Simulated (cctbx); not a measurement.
# Ag2As4S11 across an absorption edge

Space group C2/m (no. 12), a = 19.4900 Å, b = 4.5860 Å, c = 12.3790 Å, α = 90.00°, β = 128.21°, γ = 90.00°.

| atom | mult. | x | y | z | Ueq (Å²) |
| --- | --- | --- | --- | --- | --- |
| Ag1 | 4 | 0.1248 | 0 | 0.7320 | 0.0133 |
| As1 | 4 | 0.8688 | 1/2 | 0.5826 | 0.0071 |
| As2 | 4 | 0.6462 | 1/2 | 0.1505 | 0.0134 |
| S1 | 4 | 0.6822 | 1/2 | 0.0208 | 0.0236 |
| S2 | 2 | 0 | 0 | 0 | 0.0244 |
| S3 | 4 | 0.8289 | 1/2 | 0.3698 | 0.0156 |
| S4 | 4 | 0.0005 | 1/2 | 0.7015 | 0.0157 |
| S5 | 4 | 0.1667 | 0 | 0.4096 | 0.0197 |
| S6 | 4 | 0.3431 | 0 | 0.7831 | 0.0152 |

This is a model crystal, built by substitution and not relaxed, with assumed displacement parameters.

Calculated with cctbx: free-atom f′ and f″ from the Sasaki tables, no fine structure; amplitudes in electrons.

```
E (eV)  F 0 0 2  F 1 1 2  F 1 1 0  F 2 0 3
 24914    129.1    133.2     68.8    207.5
 25264    126.1    130.6     66.6    204.6
 25394    123.4    128.4     64.7    202.2
 25454    120.9    126.2     62.9    199.8
 25484    118.4    124.1     61.1    197.5
 25499    116.0    122.1     59.3    195.2
 25506    114.0    120.3     57.9    193.3
 25510    111.8    118.4     56.3    191.3
 25518    107.7    115.5     53.6    187.4
 25522    113.2    120.1     57.5    192.5
 25529    115.9    122.5     59.5    195.1
 25544    118.8    124.9     61.6    197.8
 25574    121.6    127.3     63.6    200.4
 25664    125.1    130.3     66.1    203.7
 25914    128.9    133.5     68.9    207.3
```

**Question.** Which edge is crossed, and why do the reflections move as they do?

The K edge of Ag. The edge is at 25514 eV. f′ of Ag falls from -4.8 e at 25394 eV to -7.8 e at 4 eV below it, and f″ steps from 0.55 to 3.62 e across it. Over that approach |F| changes by -9 % (0 0 2), -8 % (1 1 2), -13 % (1 1 0) and -5 % (2 0 3): a reflection falls where Ag scatters in phase with the total and rises where it scatters against it; it hardly moves where the Ag term is small or cancels by symmetry. Above the edge the larger f″ enters the imaginary part, where it can add to or cancel the other atoms' f″. The structure is centrosymmetric, so Friedel mates stay equal.

[Logs are printed without paths, hosts, clocks, repeated set-up lines and the standing remarks that a program may print on its own settings, such as how far it seeks lower states.]
